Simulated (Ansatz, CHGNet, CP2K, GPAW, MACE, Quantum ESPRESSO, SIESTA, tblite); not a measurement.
**Random packing of Sn (61 atoms), the built cell with every atom moved at random**

The starting structure: 61 atoms (61 Sn) packed at random in a cube at 7.11 g/cm³ and pushed apart as soft spheres; a start for melting by ab initio MD, not an equilibrated structure. Then every atom was moved at random, 0.05 Å r.m.s. a Cartesian component.

Geometry: the built cell with every atom moved at random. Computed with CHGNet 0.3.0: machine-learned interatomic potential CHGNet 0.3.0, trained on PBE(+U) plane-wave data; its forces lie 31 % r.m.s. from those of plane-wave PBE on this cell; published weights, no electronic structure; density 7.11 g/cm³.

Cell vectors (Å):

```
11.914 0.000 0.000
0.000 11.914 0.000
0.000 0.000 11.914
```

Positions (Å):

```
1 Sn 11.627 1.693 0.022
2 Sn 5.331 0.032 1.098
3 Sn 9.605 6.442 11.356
4 Sn 3.112 4.125 0.997
5 Sn 7.430 6.866 8.985
6 Sn 3.799 6.304 3.364
7 Sn 4.738 3.759 6.313
8 Sn 2.201 0.680 6.252
9 Sn 8.683 1.739 11.174
10 Sn 5.376 1.707 4.262
11 Sn 2.602 9.934 3.205
12 Sn 4.034 10.002 7.744
13 Sn 4.074 10.758 10.426
14 Sn 1.320 8.156 8.619
15 Sn 1.025 6.059 0.684
16 Sn 7.239 0.429 8.646
17 Sn 6.143 2.899 11.074
18 Sn 0.055 0.042 7.494
19 Sn 10.574 0.783 9.675
20 Sn 11.165 4.763 9.936
21 Sn 5.702 8.217 7.279
22 Sn 7.241 4.210 4.506
23 Sn 8.146 9.758 5.055
24 Sn 0.390 2.987 2.368
25 Sn 3.660 1.897 11.409
26 Sn 1.345 3.424 10.978
27 Sn 11.108 9.510 3.331
28 Sn 3.653 6.631 9.358
29 Sn 2.454 11.682 1.142
30 Sn 5.781 5.514 10.609
31 Sn 4.888 1.103 6.983
32 Sn 7.579 0.730 5.410
33 Sn 9.842 7.614 1.905
34 Sn 7.944 2.054 2.933
35 Sn 2.403 3.629 8.435
36 Sn 10.453 9.489 7.663
37 Sn 4.864 9.386 5.014
38 Sn 10.337 0.303 5.053
39 Sn 0.417 10.202 10.224
40 Sn 11.391 4.661 6.745
41 Sn 3.337 3.445 3.816
42 Sn 5.124 6.482 1.129
43 Sn 7.554 10.091 0.169
44 Sn 2.369 5.938 5.823
45 Sn 2.127 9.910 5.840
46 Sn 0.482 6.593 3.331
47 Sn 0.320 2.256 5.070
48 Sn 2.547 8.199 11.435
49 Sn 9.389 1.865 7.290
50 Sn 10.094 3.401 3.972
51 Sn 8.762 9.725 9.737
52 Sn 0.709 8.641 1.301
53 Sn 0.123 7.772 5.736
54 Sn 9.273 6.445 6.866
55 Sn 6.712 8.719 2.252
56 Sn 10.375 5.039 1.670
57 Sn 5.679 6.277 5.540
58 Sn 7.971 7.108 4.356
59 Sn 7.455 3.310 8.401
60 Sn 6.769 4.339 1.506
61 Sn 11.804 11.152 1.341
```

Predict the forces.

Columns: atom, fx, fy, fz (forces in eV/Å).

```
1 -1.574 -1.163 1.613
2 1.422 -0.330 0.509
3 -1.830 1.427 -2.175
4 1.198 1.176 1.787
5 1.400 0.758 -0.013
6 -1.461 0.692 1.630
7 -0.202 1.194 1.776
8 2.995 1.599 -0.982
9 -1.679 1.015 2.427
10 -1.501 -1.250 -2.298
11 0.836 -1.072 -0.666
12 -1.466 2.585 2.282
13 0.205 0.095 0.664
14 -0.548 -1.160 -0.788
15 0.395 -1.870 -2.181
16 -0.575 -1.740 0.746
17 0.719 -1.294 -0.757
18 -1.161 -1.114 0.959
19 1.058 -1.330 -1.754
20 -0.360 -0.040 -2.139
21 2.851 -1.348 2.474
22 0.529 0.595 0.807
23 0.176 1.258 0.546
24 1.945 -0.207 -0.273
25 -0.322 -2.111 -1.368
26 0.811 0.891 -1.628
27 -1.390 1.432 4.074
28 -0.600 -0.879 -1.448
29 1.712 1.857 -0.847
30 0.164 -0.162 -0.410
31 -0.105 -1.523 1.885
32 0.404 -1.768 1.272
33 -2.292 2.087 0.287
34 0.446 -2.397 -2.916
35 0.271 0.267 -1.070
36 0.372 -0.564 -1.691
37 0.668 1.175 -2.876
38 0.020 -2.255 -1.287
39 -0.362 0.948 0.791
40 0.922 -0.735 0.488
41 -1.785 0.344 -0.741
42 0.599 2.635 -1.359
43 0.049 1.906 -0.213
44 -0.154 -0.518 1.297
45 -1.967 -1.142 0.452
46 0.460 -1.539 0.759
47 2.671 0.857 0.893
48 2.823 0.452 -1.399
49 1.883 0.464 -0.544
50 -1.808 1.933 0.938
51 -0.604 -0.281 -0.010
52 -0.321 -0.075 0.066
53 -1.032 0.876 1.492
54 -0.043 0.316 0.087
55 -1.066 -0.659 1.477
56 -0.517 -3.223 0.204
57 -1.509 -0.729 -0.210
58 1.831 -0.959 -1.174
59 -1.492 2.501 0.592
60 1.214 -0.369 0.772
61 -3.319 2.475 -0.831
```

The r.m.s. force component is 1.39 eV/Å; the longest force, 4.54 eV/Å, acts on Sn27.

[Logs are printed without paths, hosts, clocks, repeated set-up lines and the standing remarks that a program may print on its own settings, such as how far it seeks lower states.]

[Hosts, paths, dates, database ids (printed as entryN), source tags and the programs' standing remarks are cut or masked in the printed files.]
